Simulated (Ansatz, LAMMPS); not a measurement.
# Charge trapping in a frame of amorphous polythiophene with methane (capped chains of 6 units) from 500 K (125 atoms), part 2 of 3

Does an extra electron or hole in a frame of amorphous polythiophene with methane (capped chains of 6 units) from 500 K (125 atoms) stay spread out, or do the atoms trap it?

Ansatz 0.2.0; Kohn-Sham DFT, r2SCAN+D3(BJ), PAW (set soft_2), plane waves.

The cell: 57 C, 12 S and 56 H. The network of contacts between molecules at the start is that of the classical potential that made the cell. Sampling is at Γ alone, for a cell whose shortest periodic width is 12 Å.

So far. Step 2 (Single point at the start): The r.m.s. force at the start is 1.2 eV/Å. Step 3 (Relaxation): The relaxation was stopped at its limit after 42 steps, 8.23 eV below its start, with a largest force component of 0.14 eV/Å.

## (4) Single point at the relaxed geometry

The electronic structure is read at the final geometry, in a run of its own.

Input file input.yaml:

```yaml
crystal:
  lattice:
    - [12.07807, 0.0, 0.0]
    - [0.0, 12.07807, 0.0]
    - [0.0, 0.0, 12.07807]
  atoms:
    - { symbol: C, position: [0.22604, 0.4353, 0.47415] }
    - { symbol: C, position: [0.26609, 0.54309, 0.42989] }
    - { symbol: C, position: [0.29131, 0.56975, 0.32247] }
    - { symbol: C, position: [0.33451, 0.67752, 0.30972] }
    - { symbol: C, position: [0.34299, 0.73504, 0.408] }
    - { symbol: S, position: [0.29551, 0.65316, 0.51634] }
    [... 113 atom lines left out ...]
    - { symbol: H, position: [0.09509, 0.20039, 0.17279] }
    - { symbol: C, position: [0.93934, 0.63928, 0.11279] }
    - { symbol: H, position: [0.87901, 0.57222, 0.12126] }
    - { symbol: H, position: [0.00709, 0.62676, 0.17091] }
    - { symbol: H, position: [0.8989, 0.71819, 0.13087] }
    - { symbol: H, position: [0.97252, 0.64054, 0.0287] }
kpoints:
  mp_grid: { grid: [1, 1, 1] }
hamiltonian:
  xc: r2scan
  dispersion: d3bj
scf:
  occupations: { method: fermi_dirac, width: 0.05 }
output:
  forces: true
  stress: true
  populations: intrinsic
  dos:
    method: { smearing: { sigma: 0.15 } }
    de: 0.1
    projected: { site_lists: { C: [C], H: [H], S: [S] } }
  eigenvalues: true
  write_density: true
  write_potential: true
  volumetric_format: npy
```

The run is started by

```bash
$ ansatz run input.yaml --threads 4 --pin off --max-ram 8192MiB --backend cpu --events-out ev --progress --plain --runs-dir out
```

Numbers of over 12 decimals in the logs are rounded to 6 here.

What it wrote:

```text
[...]
Crystal: 125 atoms, lattice volume = 1761.946 Å³
Basis set: ecut = 500 eV, 44473 PW (Γ), exchange–correlation on 360×360×360 points (64 copies of the dense FFT grid, shifted against one another)
Bands: 303, of which v1, the nominal top of the filled ones, is band 178 counted from 1 (177 counted from 0)
Symmetry: 1 space group operations
[...]
k-points: 1
[...]
SCF iter   1: F=—  HF=-26113.479906 eV  |F-HF|=—  |Δ(HF+E_count)|=         —  Δρ=6.60e-3  dr2=1.03e0  dr2_τ=1.23e1  ethr=1.77e-3  ⟨swp⟩=6.0  Hψ=1429  notcnv=0  defer=55
[...]
SCF iter  10: F=-26112.628231 eV  HF=-26112.628231 eV  |F-HF|=1.91e-7  |Δ(HF+E_count)|=   1.45e-6  Δρ=1.62e-6  dr2=9.97e-8  dr2_τ=7.98e-9  ethr=2.81e-11  ⟨swp⟩=23.0  Hψ=3077  notcnv=0
SCF 1 converged in 10 iterations: F = -26112.628231 eV  dr2 = 9.97e-8
[...]
WARN: The input density's exchange-correlation potential varies sharply where the density is thin. Do not read a vacuum level from v_tot or v_xc, or from such a field of the output density. On a cell that repeats whose density bears no net charge and no dipole along the vacuum's axis use v_es (v_loc + v_h of the components); [...]
SCF converged after 10 iterations
Free energy (F): -26112.628231 eV
[...]
Internal energy: -26112.628229 eV  (E = F + TS)
E sigma→0 (E₀):  -26112.628230 eV
Entropy (-TS):   -0.000002 eV (-0.000 meV/atom)
Fermi energy:    1.422608 eV
[...]
--- Forces (eV/Å), atoms counted from 1 ---
  atom   1  C      0.00609486    -0.00576831    -0.00620674
  atom   2  C      0.00312729     0.00028352    -0.01383156
  atom   3  C     -0.00050425     0.00114170     0.00707674
  atom   4  C     -0.00761559     0.00615913     0.00281602
  atom   5  C      0.00764311     0.00367269    -0.00776785
  atom   6  S     -0.00666404    -0.00448446     0.00479845
  atom   7  C     -0.00342080     0.00390778    -0.00139970
  atom   8  C      0.00516085    -0.00060961     0.00130228
  atom   9  C     -0.00775329    -0.00216505    -0.00188781
  atom  10  C      0.00129782     0.00104479    -0.00276266
  atom  11  S      0.00459400    -0.00260658     0.00222262
  atom  12  C      0.00011876    -0.00650811     0.00070691
  atom  13  C     -0.00079765     0.00006163     0.00004048
  atom  14  C     -0.00742386    -0.00188762    -0.00416464
[...]
atom 124  H      0.07271713    -0.14451828    -0.04557540
  atom 125  H     -0.05970337     0.00557277     0.09272614
  max |Σ_I F_I| component: 1.17e-4 eV/Å
--- Stress (GPa, compression-positive) ---
       -0.546421       0.020171       0.038801
        0.020170      -0.663294      -0.043194
        0.038801      -0.043194      -0.521497
  P = ⅓ Tr σ = -0.5771 GPa (-5.771 kbar)
--- Band table (eV) ---
[...]
--- intrinsic populations: 125 sites ---
  site symbol       q [e]
     0      C      4.5251
     1      C      4.1390
     2      C      4.2210
[...]
124      H      0.8241
  spilling = 0.000000 (of n_electrons = 356.000000)
```

Run time: 41 s. Hardware: 4 threads of Intel Xeon Platinum 8488C (Sapphire Rapids), shared host; peak memory 4.3 GiB.

The program notes that the exchange-correlation potential is rough where the density is thin.

The run gave:

```yaml
free_energy: -26112.6282 eV
free_energy_per_atom: -208.9010 eV/atom
scf_cycles: 10
pressure: -0.5771 GPa
r_m_s_force_component: 0.0179 eV/Å
longest_force: 0.1824 eV/Å
fermi_energy: 1.423 eV
spacing_of_highest_filled_and_lowest_empty_level: 1.433 eV
```

Intrinsic-atomic-orbital charges by element and coordination:

```csv
element,coordination,atoms,mean charge (e),spread,least,most
C,all,57,-0.257,0.177,-0.749,-0.135
C,3,48,-0.184,0.0324,-0.229,-0.135
C,4,9,-0.647,0.105,-0.749,-0.525
H,all,56,0.188,0.0062,0.174,0.199
S,all,12,0.342,0.0106,0.326,0.361
```

Density of states as counts of states in windows of 1 eV (from the Fermi level), total and the larger projections:

| from (eV) | to (eV) | total | C p | S p | H s | C s |
| --- | --- | --- | --- | --- | --- | --- |
| -14 | -13 | 8.1 | 2.3 | 0.1 | 1.5 | 3.8 |
| -13 | -12 | 8.6 | 4.8 | 0.2 | 0.6 | 2.3 |
| -12 | -11 | 9.8 | 5.2 | 0.5 | 1.2 | 2.6 |
| -11 | -10 | 22.1 | 11.3 | 2.6 | 2.7 | 3.3 |
| -10 | -9 | 17.5 | 9.6 | 2.1 | 2.5 | 1.8 |
| -9 | -8 | 8.3 | 5.6 | 0.7 | 1.1 | 0.7 |
| -8 | -7 | 33.3 | 22.9 | 3.1 | 5.3 | 0.8 |
| -7 | -6 | 55.0 | 38.1 | 3.9 | 11.2 | 0.6 |
| -6 | -5 | 51.5 | 29.0 | 11.4 | 9.3 | 0.3 |
| -5 | -4 | 15.8 | 7.1 | 6.8 | 0.7 | 0.2 |
| -4 | -3 | 15.8 | 9.7 | 5.9 | 0.1 | 0.0 |
| -3 | -2 | 20.1 | 11.9 | 7.9 | 0.2 | 0.0 |
| -2 | -1 | 4.8 | 4.4 | 0.3 | 0.1 | 0.0 |
| -1 | 0 | 3.3 | 3.1 | 0.1 | 0.0 | 0.0 |
| 0 | 1 | 3.4 | 2.5 | 0.8 | 0.0 | 0.0 |
| 1 | 2 | 8.2 | 6.3 | 1.3 | 0.2 | 0.0 |
| 2 | 3 | 15.2 | 6.2 | 3.9 | 1.2 | 1.4 |
| 3 | 4 | 31.1 | 11.8 | 5.4 | 3.3 | 2.6 |
| 4 | 5 | 40.7 | 14.5 | 3.7 | 5.0 | 3.2 |

Between -21 and -14 eV lie 82 more states.

The levels nearest the highest filled one (over half full), pooled over k-points and spins:

| level less the highest filled one (eV) | occupation |
| --- | --- |
| -1.55 | 2 |
| -1.48 | 2 |
| -0.875 | 2 |
| -0.738 | 2 |
| -0.262 | 2 |
| 0 | 2 |
| 1.43 | 0 |
| 1.65 | 0 |
| 1.86 | 0 |
| 2.16 | 0 |
| 2.47 | 0 |
| 2.59 | 0 |

Electrostatic potential energy in the ab plane at fractional z = 0.426, with atoms of C and S and H within 0.2 Å of it. With pseudopotentials it is smooth inside the atoms' cores, unlike the true potential.

Values in eV, 13 rows by 16 columns, each cell a mean:
```
  6   5   5   6   5   3  -2  -1   4   6   5   4   5   5   5   5
  5   5   6   6   4 -15 -29  -1   5   5   4   1   4   5   5   5
  5   5   6   5   2 -21 -23   1   5   5   4   3   4   5   5   4
  4   5   5   5  -5 -38 -12   5   5   2   1   4   5   5  -3 -13
  1   5   5   3  -3  -3   3   5   3 -28 -27   3   5   2 -29 -25
-15   4   5 -11 -34  -4   5   5  -3 -29 -12   4   5   4 -10 -14
  4   5   3  -9 -21   0   5   5  -8 -32  -5   5   5   5   5   5
  5   5  -2 -18  -3   4   5   4   2   1   4   5   3   2   4   4
  4   5   2  -1   4   5   4  -4 -11   0   5   5   4   2  -1  -7
  4   5   5   5   5   5   3 -27 -36  -8   5   5   4   4   3   1
  5  -9  -6   4   5   5   3  -8 -13   2   5   5   1   2   4   5
  5   0   0   4   5   5  -1 -10   0   5   5   4   0   1   5   5
  6   5   5   5   6   4 -15 -34  -1   5   5   5   4   5   6   6
```
Columns run along a (12.1 Å; values clipped at the 3rd and 97th percentile), rows up along b (12.1 Å). Atoms in or near the plane, at fractional coordinates: C at (0.27, 0.54), C at (0.38, 0.85), S at (0.51, 0.26), C at (0.58, 0.52), C at (0.62, 0.63), H at (0.11, 0.16), C at (0.92, 0.63), H at (0.94, 0.72), H at (0.00, 0.58).

Valence density in the ab plane at fractional z = 0.426, with atoms of C and S and H within 0.2 Å of it. It is the smooth field of the valence electrons, not physical close to the nuclei.

Ten even steps from '0' (0.0 e/Å³) to '9' (2.0 e/Å³), each cell a mean:
```
0000000000000122210000000000000000
0000000000001211000000000000000000
0000000000025642000000011100000000
0000000000148862000000011100000000
0000000000259841000000000000000000
0000000001478620000000000000000010
0000000002587410000011100000001452
1000000002344200000245310000013773
2000000012211000001478620000026885
7200000245420000002598410000025788
3100001378631000013797310000001223
0000001477520000014885200000000000
0000002454200000013553100000000000
0000025652100000001111000000000000
0000027631000000000000000001110000
0000001110000001122100000000111221
0000000000000013454310000000001231
0000000000000014424410000000000000
0000100000000013555310000000000000
0014521000000012443100000011000000
0014631000000012221000000122100000
0001110000000134320000000111100000
0000000000001378630000000000000000
0000000000001268620000000000000000
```
Columns run along a (12.1 Å), rows up along b (12.1 Å). Atoms in or near the plane, at fractional coordinates: C at (0.27, 0.54), C at (0.38, 0.85), S at (0.51, 0.26), C at (0.58, 0.52), C at (0.62, 0.63), H at (0.11, 0.16), C at (0.92, 0.63), H at (0.94, 0.72), H at (0.00, 0.58).

Between filled and empty levels lie 1.43 eV (at Γ alone); a semilocal functional tends to put such gaps too low. It is the spacing of short capped chains, not of the long polymer. In a disordered cell it changes from sample to sample, and tail or defect levels can set it. Mean intrinsic-atomic-orbital charges: C -0.26, H +0.19, S +0.34 e. The largest share in the top eV of filled states is C p (94 % of the projected weight), and in the lowest eV of empty states C p (78 % of the projected weight).

## (5) An extra electron, atoms held

The electron count changes by one with the atoms held: a vertical process, on a uniform background, with spin and a narrow Fermi–Dirac smearing. Its energy against the neutral cell hangs on the program's zero of potential.

Input file input.yaml:

```yaml
crystal:
  lattice:
    - [12.07807, 0.0, 0.0]
    - [0.0, 12.07807, 0.0]
    - [0.0, 0.0, 12.07807]
  atoms:
    [... the 125 atom lines of step 4 ...]
total_charge: -1
kpoints:
  mp_grid: { grid: [1, 1, 1] }
hamiltonian:
  xc: r2scan
  dispersion: d3bj
scf:
  occupations: { method: fermi_dirac, width: 0.01 }
  lower_state_search: "off"
output:
  forces: true
  stress: true
  populations: true
  dos:
    method: { smearing: { sigma: 0.08 } }
    de: 0.1
    projected: { site_lists: { C: [C], H: [H], S: [S] } }
  eigenvalues: true
  write_density: true
  write_potential: true
  volumetric_format: npy
magnetization:
  spin_polarized: true
  initial_magnetization: 1
```

What it wrote:

```text
[...]
Crystal: 125 atoms, lattice volume = 1761.946 Å³
Basis set: ecut = 500 eV, 44473 PW (Γ), exchange–correlation on 360×360×360 points (64 copies of the dense FFT grid, shifted against one another)
Bands: 304, of which v1, the nominal top of the filled ones, is band 179 counted from 1 (178 counted from 0)
Symmetry: 1 space group operations
[...]
k-points: 1
[... 9 lines on functional and potentials left out ...]
Starting moments: Σ|m| = 1 μB on 125 of 125 sites
[...]
SCF iter   1: F=-26021.906545 eV  HF=-26171.702743 eV  |F-HF|=1.50e2  |Δ(HF+E_count)|=         —  Δρ=4.79e-2 (↑4.74e-2 ↓4.79e-2)  dr2=2.15e2  dr2_τ=6.79e0  dr2_m=1.85e-2  M=1.000 μB ∫|m|=1.030 μB  β_m=1.00  ethr=3.10e-3  ⟨swp⟩=6.0  Hψ=2864  notcnv=0  defer=76
[...]
spin=Collinear: Resta preconditioning applied to the charge; magnetization (m = ρ↑ − ρ↓) channel mixes plain (no charge-response kernel on spin).
SCF iter   2: F=-26093.457492 eV  HF=-26125.422761 eV  |F-HF|=3.20e1  |Δ(HF+E_count)|=         —  Δρ=2.89e-2 (↑2.89e-2 ↓2.89e-2)  dr2=6.03e1  dr2_τ=5.47e-1  dr2_m=3.94e-3  M=0.995 μB ∫|m|=1.135 μB  β_m=0.30  ethr=3.10e-3  ⟨swp⟩=3.0  Hψ=1089  notcnv=0  defer=238
[...]
SCF iter   7: F=-26110.403280 eV  HF=-26110.388097 eV  |F-HF|=1.52e-2  |Δ(HF+E_count)|=   7.10e-2  Δρ=7.22e-4 (↑7.22e-4 ↓6.14e-4)  dr2=2.52e-2  dr2_τ=3.50e-4  dr2_m=1.33e-3  M=0.998 μB ∫|m|=1.266 μB  β_m=1.20  ethr=3.02e-5  ⟨swp⟩=2.0  Hψ=675  notcnv=0  defer=240
[...]
spin-set hold released at iteration 7 (site moments contracting): the magnetisation degrees of freedom join the quasi-Newton model from the next iteration; the mixer history was flushed
SCF iter   8: F=-26110.410133 eV  HF=-26110.396937 eV  |F-HF|=1.32e-2  |Δ(HF+E_count)|=   8.84e-3  Δρ=4.37e-4 (↑4.37e-4 ↓4.33e-4)  dr2=1.15e-2  dr2_τ=1.73e-4  dr2_m=3.00e-4  M=0.999 μB ∫|m|=1.367 μB  β_m=1.20  ethr=7.06e-6  ⟨swp⟩=2.0  Hψ=730  notcnv=0  defer=240  κ⁻¹=1.0e0(r=1)
[...]
SCF iter  19: F=-26110.415344 eV  HF=-26110.415344 eV  |F-HF|=1.91e-8  |Δ(HF+E_count)|=   8.38e-8  Δρ=2.68e-7 (↑2.68e-7 ↓2.62e-7)  dr2=4.28e-9  dr2_τ=4.59e-11  dr2_m=1.66e-10  M=1.000 μB ∫|m|=1.583 μB  ethr=5.03e-12  ⟨swp⟩=7.0  Hψ=3405  notcnv=0
SCF 1 converged in 19 iterations: F = -26110.415344 eV  dr2 = 4.28e-9
[...]
this state was not tested for a lower state beside it, because the mixer in use, unlike msr1, does not test its closes by its own steps (another_mixer; see scf.mixing.algorithm and scf.lower_state_search)
SCF converged after 19 iterations
Magnetization: 0.9998 μB (178.9999 up, 178.0001 down)
Absolute magnetization: 1.5832 μB (∫|ρ↑−ρ↓|, with the PAW one-centre terms)
[...]
Per-site moments (μB) at R_I (Å): [(3.5436088533327477e-5, 0.449677), (0.00689806, 0.565559), (-0.00163494, 0.446378), (0.0047266, 0.446320), (-0.00443095, [...]
Free energy (F): -26110.415344 eV
[...]
Internal energy: -26110.415127 eV  (E = F + TS)
E sigma→0 (E₀):  -26110.415236 eV
Entropy (-TS):   -0.000217 eV (-0.002 meV/atom)
Fermi energy:    2.326349 eV
[...]
--- Forces (eV/Å), atoms counted from 1 ---
  atom   1  C      0.03431209    -0.03374618     0.01648301
  atom   2  C     -0.00124883    -0.02191155    -0.07851810
  atom   3  C     -0.03078943    -0.02332425     0.05945820
  atom   4  C     -0.01552381     0.03091846    -0.04234203
  atom   5  C      0.04151504     0.09199941     0.00366065
  atom   6  S     -0.03658266     0.01907314     0.02118273
  atom   7  C     -0.01000046    -0.12095427     0.09315326
  atom   8  C     -0.01163376     0.04335559    -0.01904759
  atom   9  C     -0.06595683    -0.03802343     0.17562424
  atom  10  C      0.09643939     0.24431984    -0.13421290
  atom  11  S     -0.00212763    -0.01619027    -0.13534889
  atom  12  C     -0.07128500    -0.28780659     0.12649344
  atom  13  C      0.02136931     0.13468533    -0.14331983
  atom  14  C     -0.06560556    -0.17253058    -0.15301680
[...]
atom 124  H      0.06356126    -0.15887948    -0.05307623
  atom 125  H     -0.07104967     0.00722650     0.09996468
  max |Σ_I F_I| component: 8.05e-5 eV/Å
--- Stress (GPa, compression-positive) ---
       -0.529455       0.016447       0.156188
        0.016447      -0.694686      -0.056049
        0.156188      -0.056049      -0.357074
  P = ⅓ Tr σ = -0.5271 GPa (-5.271 kbar)
--- Band table (eV) ---
[...]
--- Löwdin populations: 125 sites ---
  site symbol       q [e]    m [muB]
     0      C      4.4547    -0.0004
     1      C      4.0960     0.0190
     2      C      4.1658    -0.0084
[...]
124      H      0.8089     0.0000
  spilling = 0.013540 (of n_electrons = 357.000000)
```

Wall time 2.8 min (4 threads); peak memory 6 GiB.

The program notes that the stability of the SCF solution was not settled.

An extra electron, atoms held: the energy stands 2.21 eV above that of the reference, with a moment of 1.00 μB.

The levels nearest the highest filled one (over half full), pooled over k-points and spins:

```
level less the highest filled one (eV)  occupation
                                 -1.54           1
                                 -1.53           1
                                 -1.47           1
                                     0       0.999
                                 0.132       0.001
                                 0.157           0
                                 0.282           0
                                 0.435           0
```

Spin density in the ab plane at fractional z = 0.426, with atoms of C and S and H within 0.2 Å of it.

Ten even steps from '0' (-0.67 × 1e-2 e/Å³) to '9' (3.41 × 1e-2 e/Å³), each cell a mean:
```
1111111111111111111111111111111111
1111111111111111111111111111111111
1111111111245222111111211111111111
1111111112379794211111111111111111
1111111111232464211111111111111111
1111111111000122111111111111111111
1111111111000011111111111111111111
1111111111111111111101111111111111
1111111111111111111101111111111111
1111112231111111122211111111111111
1111112463422111123312221111111111
1111112223432111112223211111111111
1111111111221111111111111111111111
1111111111111111111111111111111111
1111111111111111111111111111111111
1111111111111111111111111111111111
1111111111111122211111111111111111
1111111111111123212221111111111111
1111111111111111111221111111111111
1111111111111111111111111111111111
1111111111111121122111111111111111
1111111111111111122111111111111111
1111111111111111111111111111111111
1111111111111111011111111111111111
```
Columns run along a (12.1 Å), rows up along b (12.1 Å). Atoms in or near the plane, at fractional coordinates: C at (0.27, 0.54), C at (0.38, 0.85), S at (0.51, 0.26), C at (0.58, 0.52), C at (0.62, 0.63), H at (0.11, 0.16), C at (0.92, 0.63), H at (0.94, 0.72), H at (0.00, 0.58).

(Part 2 of 3 ends here.)

[Logs are printed without paths, hosts, clocks, repeated set-up lines and the standing remarks that a program may print on its own settings, such as how far it seeks lower states.]

[Hosts, paths, dates, database ids (printed as entryN), source tags and the programs' standing remarks are cut or masked in the printed files.]
